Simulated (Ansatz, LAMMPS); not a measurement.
**A faulty run on aqueous N(CH3)4+ and Br-, 2.6 mol of salt per kg of water at 330 K (81 atoms)**

Program: Ansatz 0.2.0. The cell: 4 C, 1 N, 54 H, 21 O and 1 Br.

input.yaml

```yaml
crystal:
  lattice:
    - [9.3572, 0.0, 0.0]
    - [0.0, 9.3572, 0.0]
    - [0.0, 0.0, 9.3572]
  atoms:
    - { symbol: C, position: [0.24593, 0.21917, 0.75197] }
    - { symbol: "N", position: [0.1139, 0.1786, 0.82329] }
    - { symbol: C, position: [0.9912, 0.16932, 0.71498] }
    - { symbol: C, position: [0.13025, 0.03609, 0.90641] }
    - { symbol: C, position: [0.09533, 0.29576, 0.93614] }
    - { symbol: H, position: [0.33651, 0.1987, 0.81858] }
    - { symbol: H, position: [0.23709, 0.32253, 0.70581] }
    - { symbol: H, position: [0.25217, 0.13103, 0.67535] }
    - { symbol: H, position: [0.96992, 0.27409, 0.6676] }
    - { symbol: H, position: [0.90177, 0.13964, 0.77341] }
    - { symbol: H, position: [0.03022, 0.08603, 0.64365] }
    - { symbol: H, position: [0.02787, 0.0249, 0.97118] }
    - { symbol: H, position: [0.1636, 0.94463, 0.84929] }
    - { symbol: H, position: [0.21007, 0.05728, 0.98943] }
    - { symbol: H, position: [0.0059, 0.26091, 0.00525] }
    - { symbol: H, position: [0.06125, 0.3892, 0.87358] }
    - { symbol: H, position: [0.1975, 0.30401, 0.98716] }
    - { symbol: O, position: [0.52648, 0.86609, 0.9631] }
    [... 57 atom lines left out ...]
    - { symbol: H, position: [0.66792, 0.31525, 0.13709] }
    - { symbol: H, position: [0.77092, 0.39608, 0.25247] }
    - { symbol: O, position: [0.4914, 0.18919, 0.03857] }
    - { symbol: H, position: [0.53814, 0.09573, 0.06094] }
    - { symbol: H, position: [0.43493, 0.22194, 0.12318] }
    - { symbol: Br, position: [0.80554, 0.4881, 0.48996] }
kpoints:
  mp_grid: { grid: [1, 1, 1] }
hamiltonian:
  xc: pbe
  dispersion: d3bj
scf:
  occupations: { method: fixed }
  eigensolver: { kind: { support_functions: { accuracy: medium, radius: 2.9 } } }
  max_iter: 150
output:
  forces: true
  eigenvalues: true
```

Run with:

```sh
ansatz run input.yaml --threads 4 --pin off --max-ram 8192MiB --backend cpu --events-out ev --progress --plain --runs-dir out
```

The log of the run:

```text
Warning: scf.eigensolver.kind.support_functions: disabling space-group detection — the functions' gradient is summed over unrotated k-points, so no spatial operation reduces the k-mesh or symmetrises the density; time reversal is kept, so that k and −k are solved as one point where they differ and the mesh holds both, and exact exchange and, on two spinor components, a DFT+U term hold to it where the run has them: [...]
Warning: basis.ecutwfc = 464 eV, auto-derived: no grid that the accuracy of the support functions lays serves the files at the lower one that their records recommend; a deck with other species or settings can derive another value
settings of this run that can trade accuracy for cost: scf.eigensolver.kind.support_functions [...]
Engine: ansatz 0.2.0, aarch64-unknown-linux-gnu
Pseudopotentials: kind: paw
Pseudopotential: C, paw, valence charge 4, recommended cutoff 420 eV (normal), C.paw.azcp
Pseudopotential: N, paw, valence charge 5, recommended cutoff 420 eV (normal), N.paw.azcp
Pseudopotential: H, paw, valence charge 1, recommended cutoff 420 eV (normal), H.paw.azcp
Pseudopotential: O, paw, valence charge 6, recommended cutoff 420 eV (normal), O.paw.azcp
Pseudopotential: Br, paw, valence charge 7, recommended cutoff 420 eV (normal), Br.paw.azcp
[... 5 lines on functional and potentials left out ...]
Error: SCF: the radius of support functions is under 3.25 Å, the least for these sites at the functions' level (scf.eigensolver.kind.support_functions.accuracy). Use scf.eigensolver.kind: auto, or type scf.eigensolver.kind.support_functions.radius at least as long, [...]
```

Wall time 5.1 s (4 threads of Arm Neoverse V2, shared host); peak memory 0.26 GiB.

**Question.** What is wrong with this input, and how is it mended?

A radius under the least that the level allows: support_functions.accuracy = "medium" and support_functions.radius = 2.9.

The fix is to use a longer radius.

The run ended with an error.

[Logs are printed without paths, hosts, clocks, repeated set-up lines and the standing remarks that a program may print on its own settings, such as how far it seeks lower states.]

[Hosts, paths, dates, database ids (printed as entryN), source tags and the programs' standing remarks are cut or masked in the printed files.]
